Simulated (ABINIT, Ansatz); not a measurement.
**A GW chain in ABINIT: SrTiO3 (Tausonite)**

Aim: the G0W0 gap of SrTiO3 (Tausonite) on PBE, step by step.

Main program and level: ABINIT 10.8.3; PBE and many-body steps on it, plane waves.

**What was measured.**

- Gap 3.77 eV: direct gap (M0 critical point); spectroscopic ellipsometry, second-derivative fit; 300 K; bulk crystal (commercial single crystal) (“Optical probe of ferroelectric order in bulk and thin film perovskite titanates”, 2013, arxiv:1309.1245).

Report form: the programs' logs are mostly left out.

**1. The structure**

It takes space group Pm-3m (No. 221, cubic). Conventional cell: a = 3.905 Å, b = 3.905 Å, c = 3.905 Å, α = 90.00°, β = 90.00°, γ = 90.00°. Nearest to Sr lie 12 O at 2.76 Å. Nearest to Ti lie 6 O at 1.95 Å. Nearest to O lie 2 Ti at 1.95 Å and 4 Sr at 2.76 Å. Farther neighbours and most contacts between anions are not listed.

The cell and positions come from the Crystallography Open Database and are kept as given unless a step says otherwise.

**2. Ground state**

This step: ABINIT 10.8.3; DFT, PBE, plane waves, norm-conserving pseudopotentials.

The ground-state density comes first.

run.abi reads:

```
acell 3*1.0 Angstrom
rprim 
  3.905280000000 0.000000000000 0.000000000000
  0.000000000000 3.905280000000 0.000000000000
  0.000000000000 0.000000000000 3.905280000000
ntypat 3
znucl 38 22 8
natom 5
typat 1 2 3 3 3
xred 
  0.500000000000 0.500000000000 0.500000000000
  0.000000000000 0.000000000000 0.000000000000
  0.500000000000 0.000000000000 0.000000000000
  0.000000000000 0.500000000000 0.000000000000
  0.000000000000 0.000000000000 0.500000000000
pp_dirpath "pseudos"
pseudos "Sr.upf, Ti.upf, O.upf"
ecut 38
ngkpt 6 6 6
nshiftk 1
shiftk 0 0 0
kptopt 1
chksymbreak 0
nband 26
occopt 1
tolvrs 1e-10
nstep 60
prtwf 0
optforces 0
optstress 0
indata_prefix "in"
outdata_prefix "out"
tmpdata_prefix "tmp"
```

Started as:

```sh
> OMP_NUM_THREADS=1 mpirun -n 8 abinit run.abi > log
```

Run time: 36 s. Hardware: 8 MPI ranks of Arm Neoverse N1, shared host; peak memory 0.69 GiB.

Numbers from this step:

* total energy: -3905.9454 eV
* gap: 1.908 eV
* k of the valence top: 0.5, 0.5, 0.5
* k of the conduction bottom: 0, 0, 0
* least direct gap: 2.263 eV

The gap is indirect, with the least direct gap 0.36 eV higher.

**3. Empty states on the mesh, 4×4×4 mesh, 562 bands**

The sums over transitions need many empty states on a uniform mesh; this step solves for them.

run.abi, as its differences from that of step 2:

```diff
@@ -18,3 +18,3 @@
 ecut 38
-ngkpt 6 6 6
+ngkpt 4 4 4
 nshiftk 1
@@ -23,9 +23,10 @@
 chksymbreak 0
-nband 26
+irdden 1
+istwfk *1
+nband 562
+prtvol 0
+optdriver 6
+gwr_task "HDIAGO"
+paral_kgb 0
 occopt 1
-tolvrs 1e-10
-nstep 60
-prtwf 0
-optforces 0
-optstress 0
 indata_prefix "in"
```

Run time: 3.5 min. Hardware: 8 MPI ranks; peak memory 9.4 GiB; 28 min of CPU time.

This step gave:

- gap: 1.908 eV
- k of the valence top: 0.5, 0.5, 0.5
- k of the conduction bottom: 0, 0, 0
- least direct gap: 2.263 eV
- k points computed: 10
- lowest point of the top converged band, above the valence top: 233.8938 eV

On this mesh the gap is 1.908 eV.

**4. Screening, 4×4×4 mesh, 554 bands, screening to 326.5 eV**

The RPA dielectric matrix is built and inverted for each q.

This step: RPA screening on PBE, plane waves, norm-conserving pseudopotentials.

run.abi, as its differences from that of step 3:

```diff
@@ -23,10 +23,11 @@
 chksymbreak 0
-irdden 1
 istwfk *1
-nband 562
-prtvol 0
-optdriver 6
-gwr_task "HDIAGO"
-paral_kgb 0
 occopt 1
+irdwfk 1
+optdriver 3
+nband 554
+ecuteps 12
+inclvkb 2
+awtr 1
+symchi 1
 indata_prefix "in"
```

Run time: 23 min. Hardware: 8 MPI ranks; peak memory 5.3 GiB; 3 h of CPU time.

This step gave:

```yaml
eps_infinity_with_local_fields_on_this_mesh_along_the_program_s_q_direction: 6.386
the_same_without_local_fields: 6.778
plasma_frequency: 30.43 eV
plane_waves_in_the_screening_matrix: 799
```

Local fields lower ε∞ by 6 %. On a Γ-centred mesh this coarse the value itself is usually too large, while a short band sum pulls it down.

**5. Self-energy, 4×4×4 mesh, 554 bands, screening to 326.5 eV**

The self-energy is evaluated for the states that the input lists, and the levels follow from it, in one-shot runs by the linearised quasiparticle equation.

This step: G0W0 on PBE, plane waves, norm-conserving pseudopotentials.

run.abi, as its differences from that of step 4:

```diff
@@ -26,8 +26,17 @@
 irdwfk 1
-optdriver 3
+optdriver 4
 nband 554
+gwcalctyp 0
+ecutsigx 38
+symsigma 1
+nkptgw 2
+kptgw 
+  0.5000000000 0.5000000000 0.5000000000
+  0.0000000000 0.0000000000 0.0000000000
+bdgw 
+  18 23
+  18 23
 ecuteps 12
-inclvkb 2
-awtr 1
-symchi 1
+irdscr 1
+ppmodel 1
 indata_prefix "in"
```

Elapsed: 7.2 min, on 8 MPI ranks; peak memory 7.2 GiB; 58 min of CPU time.

This step gave:

| Property | Result |
| --- | --- |
| G0W0 gap on the points computed | 3.447 eV |
| starting gap on the mesh | 1.908 eV |
| k of the valence top | 0.5, 0.5, 0.5 |
| k of the conduction bottom | 0, 0, 0 |
| Z at the valence top | 0.763 |
| Z at the conduction bottom | 0.778 |
| least direct G0W0 gap on the computed points | 3.831 eV |

The gap on the mesh goes from 1.91 eV to 3.45 eV, a correction of +1.54 eV.

Limits: finite bands, cutoff and mesh; no spin-orbit coupling; coarse k mesh. v1 is the top filled band, c1 the lowest empty one. The levels before and after the correction (eV, zero at the valence-band top of each column):

```tsv
	conduction bottom	valence top
Kohn-Sham	1.91	0.00
G0W0	3.45	0.00
```

```tsv
	level	energy (eV)
Kohn-Sham	(0.5 0.5 0.5) v3-v1	0.000
Kohn-Sham	(0.5 0.5 0.5) c1-c3	4.517
Kohn-Sham	Γ v3-v1	-0.355
Kohn-Sham	Γ c1-c3	1.908
G0W0	(0.5 0.5 0.5) v3-v1	0.000
G0W0	(0.5 0.5 0.5) c1-c3	6.321
G0W0	Γ v3-v1	-0.384
G0W0	Γ c1-c3	3.447
```

**6. Where the time went**

Times are wall times on 8 MPI ranks of Arm Neoverse N1, shared host, good to a factor of about two.

```tsv
step	time	share	memory (GiB)
ground state	36 s	2 %	0.69
empty states on the mesh	3.5 min	10 %	9.4
screening	23 min	67 %	5.3
self-energy	7.2 min	21 %	7.2
```

**7. Outcome**

```json
{
 "PBE gap": "1.91 eV, indirect",
 "G0W0 gap on the mesh": "3.45 eV",
 "GW settings": "4×4×4 mesh, 554 bands, screening to 326.5 eV, Godby-Needs plasmon pole",
 "known limits": "not at the basis limit; no spin-orbit coupling; coarse k mesh"
}
```

What this shows: G0W0 moves the gap on the mesh from 1.91 eV to 3.45 eV (+1.54 eV), with Z of 0.76 and 0.78 at the edges. Local fields lower the RPA ε∞ on this mesh from 6.78 to 6.39; a Γ-centred mesh this coarse tends to raise both, most where the direct gap is narrow, while a short band sum lowers them. Only 2 of the mesh's irreducible points were corrected, so a valley elsewhere could overtake. The dearest step here is «screening». Against experiment, by G0W0@PBE: the direct gap of 3.83 eV lies +0.06 eV from the measured 3.77 eV (direct, 300 K, 2013). An exciton line or allowed optical edge lies below the quasiparticle gap by the binding energy; a forbidden edge can push the onset above it. The calculation has static nuclei and no excitons; a measured gap holds zero-point and thermal motion, which mostly lowers it. Bands and cutoff are finite, so the gap is not at the basis limit. The miss can reach some tenths of an eV and take either sign; the mesh is an error of its own. In the G0W0 run levels were corrected at 2 k points alone, so a gap called «on the mesh» is the least over those, and an edge elsewhere would be missed. The 4×4×4 mesh is coarse for this cell, which bears on the long-range parts of exchange and screening. This is the ideal cubic cell; many perovskites, halides above all, are cubic only on average, and local tilts or off-centring can widen the gap. The many-body steps are scalar-relativistic: spin-orbit coupling is not in them.

[Paths, hosts, dates, memory and timing lines, banners, echoed tables and standing remarks are left out of the program output.]

[Logs are printed without paths, hosts, clocks, repeated set-up lines and the standing remarks that a program may print on its own settings, such as how far it seeks lower states.]

[Runs of the session that timed out or met a known fault of the program may be left out.]

[Hosts, paths, dates, database ids (printed as entryN), source tags and the programs' standing remarks are cut or masked in the printed files.]

[G0W0 gaps are taken among the corrected bands and points alone; a level outside them can change the order at an edge.]

[Where Ansatz stands beside ABINIT at settings called matched, ABINIT's density can come from a denser mesh and the files from another edition; pairs whose starting gaps differed by over 0.03 eV were left out, so agreement reads better than it is.]
